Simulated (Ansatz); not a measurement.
# TlBi (Pm-3m): following an unstable mode, part 2 of 2

Which phase does TlBi (Pm-3m) fall into along its unstable mode, and how much energy does it gain?

Ansatz 0.2.0; DFT PBEsol, scalar-relativistic, plane waves, PAW; PAW set soft_1.

So far, highest frequency on the path or at a solved wavevector (cm⁻¹): step 2 (response at finite wavevector) 78.7. Also lowest frequency on the path (cm⁻¹): step 2 -26.8.

### 4. The mode frozen in, largest atomic shift 0.6 Å

The atoms are moved along the unstable eigenvector, the largest shift by 0.6 Å, with the cell fixed.

input.yaml reads:

```yaml
crystal:
  lattice:
    - [3.8875782353, 0.0, 0.0]
    - [0.0, 3.8875782353, -3.8875782353]
    - [0.0, 7.7751564706, 7.7751564706]
  atoms:
    - { symbol: Tl, position: [0.0, -0.0962370071, 0.0] }
    - { symbol: Tl, position: [0.0, 0.5, 0.25] }
    - { symbol: Tl, position: [0.0, 0.0962370071, 0.5] }
    - { symbol: Tl, position: [0.0, 0.5, 0.75] }
    - { symbol: Bi, position: [0.5, 0.0, 0.25] }
    - { symbol: Bi, position: [0.5, 0.6091332555, 0.5] }
    - { symbol: Bi, position: [0.5, 0.0, 0.75] }
    - { symbol: Bi, position: [0.5, 0.3908667445, 0.0] }
kpoints:
  mp_grid: { grid: [10, 8, 4] }
hamiltonian:
  xc: pbesol
  pseudopotentials: { kind: paw, azcp: { folder: soft_1 }, xc_functional: pbe }
scf:
  occupations: { method: methfessel_paxton, width: 0.2 }
output:
  forces: true
  stress: true
  eigenvalues: true
```

The run is started by

```console
$ ansatz run input.yaml --threads 4 --pin off --max-ram 10240MiB --backend cpu --events-out ev --progress --plain --runs-dir out
```

Numbers of over 12 decimals in the logs are rounded to 6 here.

The log of the run:

```text
[...]
Crystal: 8 atoms, lattice volume = 235.016 Å³
Basis set: ecut = 420 eV, 4651 PW (Γ), exchange–correlation on 54×80×150 points (8 copies of the dense FFT grid, shifted against one another)
Bands: 68, of which v1, the nominal top of the filled ones, is band 56 counted from 1 (55 counted from 0)
Symmetry: 8 space group operations
[...]
k-points: 90 of 320
[...]
k-point 0: bands = [... 52 lower, 10.3155, 10.6909, 11.4285, 12.0382, 12.0505, 12.0706, 12.4090, 13.4035, ... 8 higher]
  k-point 1: bands = [... 52 lower, 9.9127, 10.7875, 10.8171, 11.5040, 11.7793, 12.6045, 12.7770, 13.3272, ... 8 higher]
  k-point 2: bands = [... 52 lower, 9.6050, 9.6050, 11.0679, 11.0679, 12.4371, 12.4371, 13.0642, 13.0642, ... 8 higher]
  k-point 89: bands = [... 52 lower, 8.1952, 8.1952, 8.3346, 8.3346, 11.7300, 11.7300, 12.9026, 12.9026, ... 8 higher]
[key lines of the parts left out:]
SCF converged after 8 iterations
Free energy (F): -94168.191665 eV
Fermi energy:    11.170997 eV
P = ⅓ Tr σ = 0.5934 GPa (5.934 kbar)
```

Run time: 18 s. Hardware: 4 threads of Arm Neoverse V1, shared host; peak memory 1.2 GiB; 69 s of CPU time.

This step gave:

```
pressure                         : 0.5934 GPa
energy from the undistorted cell : -13.82 meV/atom
```

The energy, extrapolated to zero smearing, is -13.82 meV/atom against the undistorted cell.

The run ends at a pressure of 0.59 GPa, with forces up to 0.10 eV/Å.

### 5. Energy along the mode, all amplitudes (two of the runs are shown above)

An imaginary frequency means negative curvature, so the energy should fall and then rise again as anharmonic terms take over.

This step gave:

```yaml
depth_at_the_lowest_point_sampled: 13.82 meV/atom
largest_atomic_shift_at_that_point: 0.6 Å
```

The energy from the parent by largest atomic shift:

| largest atomic shift (Å) | energy from the parent (meV/atom) |
| --- | --- |
| 0.000 | 0 |
| 0.040 | -0.105 |
| 0.080 | -0.415 |
| 0.140 | -1.24 |
| 0.220 | -2.89 |
| 0.320 | -5.50 |
| 0.450 | -9.28 |
| 0.600 | -13.8 |

Displacement at unit largest shift by atom:

| atom | x (Å) | y (Å) | z (Å) | size |
| --- | --- | --- | --- | --- |
| Tl1 | 0.000 | -0.624 | 0.624 | 0.882 |
| Tl2 | 0.000 | 0.000 | 0.000 | 0.000 |
| Tl3 | 0.000 | 0.624 | -0.624 | 0.882 |
| Tl4 | 0.000 | 0.000 | 0.000 | 0.000 |
| Bi5 | 0.000 | 0.000 | 0.000 | 0.000 |
| Bi6 | 0.000 | 0.707 | -0.707 | 1.000 |
| Bi7 | 0.000 | 0.000 | 0.000 | 0.000 |
| Bi8 | 0.000 | -0.707 | 0.707 | 1.000 |

The lowest of the steps tried is the last one, at 0.6 Å, 13.8 meV/atom below the parent; the bottom of the well need not coincide with a step.

### 6. Relaxation from the frozen mode

Starting from the lowest point found, all atoms and the cell are let go, so that strain and other modes of the same symmetry can join in.

input.yaml: that of step 4 with these lines changed.

```diff
@@ -25 +25,6 @@
   eigenvalues: true
+relax:
+  adjacent_minimum: "off"
+  f_tol: 0.002
+  max_steps: 120
+  cell: { stress_tol: 0.03 }
```

The log of the run:

```text
[...]
Crystal: 8 atoms, lattice volume = 235.016 Å³
Basis set: ecut = 420 eV, 4651 PW (Γ), exchange–correlation on 54×80×150 points (8 copies of the dense FFT grid, shifted against one another)
Bands: 68, of which v1, the nominal top of the filled ones, is band 56 counted from 1 (55 counted from 0)
Symmetry: 8 space group operations
[...]
k-points: 90 of 320
[...]
SCF iter   1: F=—  HF=-94169.095283 eV  |F-HF|=—  |Δ(HF+E_count)|=         —  Δρ=1.89e-2  dr2=2.33e0  ethr=3.10e-3  ⟨swp⟩=6.7  Hψ=24701  notcnv=0
[...]
SCF iter   8: F=-94168.191665 eV  HF=-94168.191665 eV  |F-HF|=7.51e-9  |Δ(HF+E_count)|=   1.43e-8  S|Δr|=    0.00e0  Δρ=2.42e-6  dr2=2.40e-8  ethr=8.93e-11  ⟨swp⟩=10.0  Hψ=27411  notcnv=0
SCF 1 converged in 8 iterations: F = -94168.191665 eV  dr2 = 2.40e-8
[...]
relax step   1: F+E_penalty+E_count = -94168.19166538 eV  Δ(F+E_penalty+E_count) = +0.000e0 eV  max|allowed force component| = 7.238e-2 eV/Å  Δτ_max = 0.0000 Å  P = +0.593 GPa  Ω = 235.016 Å³  (8 SCF iters, dr2 threshold 1.00e-7 eV, accepted)
Crystal: 8 atoms, lattice volume = 239.218 Å³
Basis set: ecut = 420 eV, 4711 PW (Γ), exchange–correlation on 54×80×150 points (8 copies of the dense FFT grid, shifted against one another)
[...]
SCF iter   5: F=-94168.215886 eV  HF=-94168.215887 eV  |F-HF|=1.67e-7  |Δ(HF+E_count)|=   3.30e-6  S|Δr|=    0.00e0  Δρ=1.52e-5  dr2=6.98e-7  ethr=7.14e-10  ⟨swp⟩=5.1  Hψ=28754  notcnv=0
SCF 2 converged in 5 iterations: F = -94168.215886 eV  dr2 = 6.98e-7
relax step   2: F+E_penalty+E_count = -94168.21588640 eV  Δ(F+E_penalty+E_count) = -2.422e-2 eV  max|allowed force component| = 5.404e-2 eV/Å  Δτ_max = 0.0725 Å  P = -0.142 GPa  Ω = 239.218 Å³  energy of the carried Pulay correction = -3.395e-4 eV  (5 SCF iters, dr2 threshold 8.00e-7 eV, accepted)
Crystal: 8 atoms, lattice volume = 242.346 Å³
Basis set: ecut = 420 eV, 4783 PW (Γ), exchange–correlation on 54×80×150 points (8 copies of the dense FFT grid, shifted against one another)
[...]
SCF iter   7: F=-94168.261104 eV  HF=-94168.261104 eV  |F-HF|=2.13e-8  |Δ(HF+E_count)|=   6.65e-9  S|Δr|=    0.00e0  Δρ=4.00e-6  dr2=5.40e-8  ethr=2.50e-10  ⟨swp⟩=6.0  Hψ=22374  notcnv=0
the search or the solves at the SCF's close seem to have found levels that the self-consistency loop had missed (the run counts 1). By its estimate they hold under 1e-12 electrons; where the run keeps them, the occupations were computed again with them
SCF 3 converged in 7 iterations: F = -94168.261104 eV  dr2 = 5.40e-8
relax step   3: F+E_penalty+E_count = -94168.26110381 eV  Δ(F+E_penalty+E_count) = -4.522e-2 eV  max|allowed force component| = 5.589e-2 eV/Å  Δτ_max = 0.1842 Å  P = -0.376 GPa  Ω = 242.346 Å³  energy of the carried Pulay correction = -5.885e-4 eV  (7 SCF iters, dr2 threshold 2.80e-7 eV, accepted)
[... from here on, the SCF cycles and remarks between the steps are left out ...]
relax step   4: F+E_penalty+E_count = -94168.34653908 eV  Δ(F+E_penalty+E_count) = -8.544e-2 eV  max|allowed force component| = 6.040e-2 eV/Å  Δτ_max = 0.1951 Å  P = -0.308 GPa  Ω = 243.866 Å³  energy of the carried Pulay correction = -7.082e-4 eV  (7 SCF iters, dr2 threshold 8.00e-7 eV, accepted)
relax step   5: F+E_penalty+E_count = -94168.51107574 eV  Δ(F+E_penalty+E_count) = -1.645e-1 eV  max|allowed force component| = 1.400e-1 eV/Å  Δτ_max = 0.1939 Å  P = -0.236 GPa  Ω = 243.929 Å³  energy of the carried Pulay correction = -7.131e-4 eV  (7 SCF iters, dr2 threshold 8.00e-7 eV, accepted)
relax step   6: F+E_penalty+E_count = -94168.70446665 eV  Δ(F+E_penalty+E_count) = -1.934e-1 eV  max|allowed force component| = 7.589e-2 eV/Å  Δτ_max = 0.0340 Å  P = +0.123 GPa  Ω = 239.986 Å³  energy of the carried Pulay correction = -4.010e-4 eV  (6 SCF iters, dr2 threshold 8.00e-7 eV, accepted)
relax step   7: F+E_penalty+E_count = -94168.71566370 eV  Δ(F+E_penalty+E_count) = -1.120e-2 eV  max|allowed force component| = 4.081e-2 eV/Å  Δτ_max = 0.0255 Å  P = +0.018 GPa  Ω = 240.608 Å³  energy of the carried Pulay correction = -4.506e-4 eV  (5 SCF iters, dr2 threshold 5.11e-7 eV, accepted)
relax step   8: F+E_penalty+E_count = -94168.71769337 eV  Δ(F+E_penalty+E_count) = -2.030e-3 eV  max|allowed force component| = 2.694e-3 eV/Å  Δτ_max = 0.0270 Å  P = +0.049 GPa  Ω = 240.730 Å³  energy of the carried Pulay correction = -4.603e-4 eV  (6 SCF iters, dr2 threshold 1.04e-7 eV, accepted)
relax step   9: F+E_penalty+E_count = -94168.71756171 eV  Δ(F+E_penalty+E_count) = +1.317e-4 eV  max|allowed force component| = 2.945e-3 eV/Å  Δτ_max = 0.0031 Å  P = -0.106 GPa  Ω = 241.543 Å³  energy of the carried Pulay correction = -5.249e-4 eV  (5 SCF iters, dr2 threshold 2.93e-8 eV, rejected (line search))
relax step  10: F+E_penalty+E_count = -94168.71779872 eV  Δ(F+E_penalty+E_count) = -1.054e-4 eV  max|allowed force component| = 7.928e-4 eV/Å  Δτ_max = 0.0014 Å  P = +0.012 GPa  Ω = 240.910 Å³  energy of the carried Pulay correction = -4.746e-4 eV  (7 SCF iters, accepted)
relax step  11: F+E_penalty+E_count = -94168.72213920 eV  Δ(F+E_penalty+E_count) = -4.340e-3 eV  max|allowed force component| = 5.331e-4 eV/Å  Δτ_max = 0.0000 Å  P = +0.042 GPa  Ω = 240.910 Å³  stress off target by 9.39e-2 GPa  SCF on the basis re-selected at this cell (its energy is not comparable with the rows above)  (6 SCF iters)
relax step  12: F+E_penalty+E_count = -94168.72227629 eV  Δ(F+E_penalty+E_count) = -1.371e-4 eV  max|allowed force component| = 6.767e-4 eV/Å  Δτ_max = 0.0045 Å  P = +0.006 GPa  Ω = 241.171 Å³  energy of the carried Pulay correction = -1.921e-5 eV  (5 SCF iters, dr2 threshold 2.20e-8 eV, accepted)
[...]
SCF iter   5: F=-94168.722297 eV  HF=-94168.722297 eV  |F-HF|=4.37e-11  |Δ(HF+E_count)|=  1.89e-10  S|Δr|=    0.00e0  Δρ=1.25e-7  dr2=2.37e-11  ethr=1.00e-12  ⟨swp⟩=5.7  Hψ=30534  notcnv=0
SCF 13 converged in 5 iterations: F = -94168.722297 eV  dr2 = 2.37e-11
relax step  13: F+E_penalty+E_count = -94168.72229685 eV  Δ(F+E_penalty+E_count) = -2.056e-5 eV  max|allowed force component| = 6.885e-4 eV/Å  Δτ_max = 0.0000 Å  P = +0.006 GPa  Ω = 241.171 Å³  stress off target by 1.35e-2 GPa  SCF on the basis re-selected at this cell (its energy is not comparable with the rows above)  (5 SCF iters)
[...]
SCF converged after 5 iterations
[...]
Free energy (F): -94168.722297 eV
[...]
Internal energy: -94168.727845 eV  (E = F + TS)
E sigma→0 (E₀):  -94168.723684 eV
Entropy (-TS):   0.005548 eV (0.694 meV/atom)
Fermi energy:    10.770680 eV
Step filling:    the computed levels leave a gap of 0.0006 eV = 0.0 smearing widths at the electron count; against every level under it full and every level over it empty, smearing changes F+E_penalty+E_count by +1.844 meV and its σ→0 estimate by +0.457 meV
[...]
--- Forces (eV/Å), atoms counted from 1 ---
  atom   1  Tl     0.00000000     0.00028088    -0.00028088
  atom   2  Tl    -0.00000000     0.00000000     0.00000000
  atom   3  Tl    -0.00000000    -0.00028088     0.00028088
  atom   4  Tl     0.00000000     0.00000000     0.00000000
  atom   5  Bi     0.00000000     0.00000000     0.00000000
  atom   6  Bi    -0.00000000    -0.00068847     0.00068847
  atom   7  Bi    -0.00000000     0.00000000     0.00000000
  atom   8  Bi     0.00000000     0.00068847    -0.00068847
  max |Σ_I F_I| component: 2.17e-19 eV/Å
--- Stress (GPa, compression-positive) ---
        0.003027      -0.000000       0.000000
       -0.000000       0.007329      -0.006207
        0.000000      -0.006207       0.007329
  P = ⅓ Tr σ = 0.0059 GPa (0.059 kbar)
--- Band table (eV; the first three rows and the last of 90) ---
  k-point 0: bands = [... 52 lower, 8.8100, 10.5533, 11.1076, 11.6828, 12.7133, 13.1902, 14.2915, 14.3130, ... 8 higher]
  k-point 1: bands = [... 52 lower, 8.3520, 10.0532, 11.6164, 11.6231, 13.2696, 13.7402, 13.8589, 14.1821, ... 8 higher]
  k-point 2: bands = [... 52 lower, 8.7201, 8.7201, 12.2892, 12.2892, 13.4272, 13.4272, 13.5003, 13.5003, ... 8 higher]
  k-point 89: bands = [... 52 lower, 7.9941, 7.9941, 8.2778, 8.2778, 11.3556, 11.3556, 12.6287, 12.6287, ... 8 higher]
--- Relaxed structure (11 steps of the walk, 10 accepted, 2 SCFs on fresh bases) ---
  F+E_penalty+E_count = -94168.72229685 eV   max|allowed force component| = 6.885e-4 eV/Å   (the final SCF, on the basis selected at the relaxed cell)
  cell:  # Å, volume = 241.1708 Å³
    - [3.394382, 0, 0]
    - [0, 4.438521, -4.438521]
    - [0, 8.003789, 8.003789]
  atoms:
    - { symbol: Tl, position: [0, -0.202231, 0.0] }
    - { symbol: Tl, position: [0, 0.500000, 0.250000] }
    - { symbol: Tl, position: [0, 0.202231, 0.500000] }
    - { symbol: Tl, position: [0, 0.500000, 0.750000] }
    - { symbol: Bi, position: [0.500000, 0.0, 0.250000] }
    - { symbol: Bi, position: [0.500000, 0.716979, 0.5] }
    - { symbol: Bi, position: [0.500000, 0.0, 0.750000] }
    - { symbol: Bi, position: [0.500000, 0.283021, 0.0] }
```

Elapsed: 4.2 min, on 4 threads; peak memory 1.3 GiB.

Relaxation path:

| step | energy less that of the first step (eV) | largest force component (eV/Å) | pressure (GPa) | volume (Å³) |
| --- | --- | --- | --- | --- |
| 1 | 0.0000 | 0.0724 | 0.59 | 235.02 |
| 2 | -0.0242 | 0.0540 | -0.14 | 239.22 |
| 3 | -0.0694 | 0.0559 | -0.38 | 242.35 |
| 4 | -0.1549 | 0.0604 | -0.31 | 243.87 |
| 5 | -0.3194 | 0.1400 | -0.24 | 243.93 |
| 6 | -0.5128 | 0.0759 | 0.12 | 239.99 |
| 7 | -0.5240 | 0.0408 | 0.02 | 240.61 |
| 8 | -0.5260 | 0.0027 | 0.05 | 240.73 |
| 9 | -0.5259 | 0.0029 | -0.11 | 241.54 |
| 10 | -0.5261 | 0.0008 | 0.01 | 240.91 |
| 11* | -0.5305 | 0.0005 | 0.04 | 240.91 |
| 12 | -0.5306 | 0.0007 | 0.01 | 241.17 |
| 13* | -0.5306 | 0.0007 | 0.01 | 241.17 |

Relaxation steps marked * repeat the geometry before them on a plane-wave basis chosen anew for their cell, so energy and pressure can jump there. Relaxation step 9 was tried and not accepted.

The run keeps the 8 symmetry operations that it works with, so distortions that break them were not tested.

| cell as run | before | after | change |
| --- | --- | --- | --- |
| a (Å) | 3.888 | 3.394 | -12.7 % |
| b (Å) | 5.498 | 6.277 | +14.2 % |
| c (Å) | 10.996 | 11.319 | +2.9 % |
| volume (Å³/atom) | 29.38 | 30.15 | +2.6 % |

The atoms that moved most (Å, as changes of fractional coordinates times the final cell):

| atom | dx | dy | dz | length |
| --- | --- | --- | --- | --- |
| Bi6 | 0.000 | 0.479 | -0.479 | 0.677 |
| Bi8 | 0.000 | -0.479 | 0.479 | 0.677 |
| Tl1 | 0.000 | -0.470 | 0.470 | 0.665 |
| Tl3 | 0.000 | 0.470 | -0.470 | 0.665 |

This step gave:

| Item | Value |
| --- | --- |
| pressure | 0.005895 GPa |
| volume per atom | 30.15 Å³ |

The distorted start has space group Pmma; the relaxation ends in Pmma.

### 7. The new phase in its own primitive cell

The relaxed structure is symmetrised, reduced to its primitive cell and relaxed tightly, as its phonons need.

input.yaml, the sections that differ from step 6:

```yaml
crystal:
  lattice:
    - [11.3190664049, 0.0, 0.0]
    - [0.0, 3.3943823128, 0.0]
    - [0.0, 0.0, 6.2770165622]
  atoms:
    - { symbol: Tl, position: [0.75, 0.0, 0.7977694831] }
    - { symbol: Tl, position: [0.0, 0.0, 0.5] }
    - { symbol: Tl, position: [0.25, 0.0, 0.2022305169] }
    - { symbol: Tl, position: [0.5, 0.0, 0.5] }
    - { symbol: Bi, position: [0.0, 0.5, 0.0] }
    - { symbol: Bi, position: [0.25, 0.5, 0.7169785614] }
    - { symbol: Bi, position: [0.5, 0.5, 0.0] }
    - { symbol: Bi, position: [0.75, 0.5, 0.2830214386] }
kpoints:
  mp_grid: { grid: [4, 10, 6] }
relax:
  adjacent_minimum: "off"
  f_tol: 0.001
  max_steps: 60
  cell: { stress_tol: 0.01 }
# hamiltonian, scf, output: as in step 6
```

The log of the run:

```text
[...]
Crystal: 8 atoms, lattice volume = 241.171 Å³
Basis set: ecut = 420 eV, 4731 PW (Γ), exchange–correlation on 160×48×90 points (8 copies of the dense FFT grid, shifted against one another)
Bands: 68, of which v1, the nominal top of the filled ones, is band 56 counted from 1 (55 counted from 0)
Symmetry: 8 space group operations
[...]
k-points: 72 of 240
[...]
- [0, 3.401777, 4.6645968688356165e-19]
    - [0, 8.625944016752427e-19, 6.278882]
  atoms:
    - { symbol: Tl, position: [0.75, 0, 0.797186] }
    - { symbol: Tl, position: [0, 0, 0.5] }
    - { symbol: Tl, position: [0.25, 0, 0.202814] }
    - { symbol: Tl, position: [0.5, 0, 0.5] }
    - { symbol: Bi, position: [0, 0.500000, 0] }
    - { symbol: Bi, position: [0.25, 0.500000, 0.717526] }
    - { symbol: Bi, position: [0.5, 0.500000, 0] }
    - { symbol: Bi, position: [0.75, 0.500000, 0.282474] }
[key lines of the parts left out:]
SCF converged after 5 iterations
Free energy (F): -94168.718959 eV
Fermi energy:    10.776047 eV
P = ⅓ Tr σ = 0.0005 GPa (0.005 kbar)
```

Run time: 85 s. Hardware: 4 threads; peak memory 1.2 GiB; 5.5 min of CPU time.

The steps of the relaxation:

| step | energy less that of the first step (eV) | largest force component (eV/Å) | pressure (GPa) | volume (Å³) |
| --- | --- | --- | --- | --- |
| 1 | 0.0000 | 0.0084 | -0.03 | 241.17 |
| 2 | -0.0007 | 0.0037 | 0.02 | 240.97 |
| 3 | -0.0007 | 0.0008 | -0.01 | 241.09 |
| 4 | -0.0007 | 0.0003 | 0.00 | 241.05 |
| 5* | -0.0007 | 0.0003 | 0.00 | 241.05 |

Relaxation steps marked * repeat the geometry before them on a plane-wave basis chosen anew for their cell, so energy and pressure can jump there.

The run keeps the 8 symmetry operations that it works with, so distortions that break them were not tested.

| conventional cell, symmetrised | before | after | change |
| --- | --- | --- | --- |
| a (Å) | 11.319 | 11.285 | -0.3 % |
| b (Å) | 3.394 | 3.402 | +0.2 % |
| c (Å) | 6.277 | 6.279 | +0.0 % |
| volume (Å³/atom) | 30.15 | 30.13 | -0.0 % |

Final coordinates:

```
Tl Bi
1.0
    11.28550    0.00000    0.00000
     0.00000    3.40178    0.00000
     0.00000    0.00000    6.27888
Tl Bi
4 4
Cartesian
  8.4641 0.0000 5.0054
  0.0000 0.0000 3.1394
  2.8214 0.0000 1.2734
  5.6427 0.0000 3.1394
  0.0000 1.7009 0.0000
  2.8214 1.7009 4.5053
  5.6427 1.7009 0.0000
  8.4641 1.7009 1.7736
```

This step gave:

```yaml
pressure: 5.42e-4 GPa
volume_per_atom: 30.13 Å³
```

The largest force component left is 0.31 meV/Å and the pressure is 0.001 GPa, within the tolerances set. The cell now holds 30.13 Å³/atom.

### 8. The phases reached

The phases reached along the modes that were followed are set side by side.

Energies are those of the first relaxation, on the mesh of the frozen mode; space group, volume and gap are those of the last relaxation. Phases, by row:

| mode frozen in | space group | energy from parent (meV/atom) | volume (Å³/atom) | gap on mesh (eV) | lowest zone-centre optical mode (cm⁻¹) | largest shift (Å) |
| --- | --- | --- | --- | --- | --- | --- |
| parent | Pm-3m | 0 | 29.38 | 0 | – | – |
| q = (0.25, 0.25, 0.25), 26i cm⁻¹ | R-3m | -0.59 | 29.44 | 0 | – | 0.156 |
| q = (0, 0.25, 0.25), 19i cm⁻¹ | Pmma | -80.24 | 30.13 | 0 | – | 1.362 |

### 9. Outcome

| Quantity | Value |
| --- | --- |
| unstable mode of the parent | q = (0, 0.25, 0.25), 19i cm⁻¹ |
| depth at the lowest point sampled | 13.8 meV/atom |
| largest atomic shift at that point | 0.6 Å |
| space group reached (within 0.01 Å) | Pmma |
| energy gained over the parent (first relaxation, on the mesh of the frozen mode) | 80.2 meV/atom |
| volume per atom, phase reached | 30.1 Å³ |

What this shows: Along this mode the structure falls into Pmma, 80.2 meV/atom below the parent. At the parent's cell the well is 13.82 meV/atom deep on the steps tried, with its lowest point at a shift of 0.6 Å. That is the last step tried, so the steps alone don't bracket the bottom of the well. Relaxing atoms and cell changes the gain by +66.42 meV/atom against the lowest step (energies at zero smearing). Most of the total comes from this relaxation. The modes of the phase reached were not computed on this path. Of the 2 patterns followed to their end from this parent, this one reaches the lowest energy. Each path keeps the symmetry of its pattern, so a lower phase may lie along a pattern not tried. With no gap, or one that is small against the smearing, the frequencies hang on the k mesh and the smearing, most of all near Kohn anomalies. Spin-orbit coupling is left out, which can matter for the heavy elements here. The PAW files were made for PBE and serve the other functionals too.

[Logs are printed without paths, hosts, clocks, repeated set-up lines and the standing remarks that a program may print on its own settings, such as how far it seeks lower states.]

[Hosts, paths, dates, database ids (printed as entryN), source tags and the programs' standing remarks are cut or masked in the printed files.]
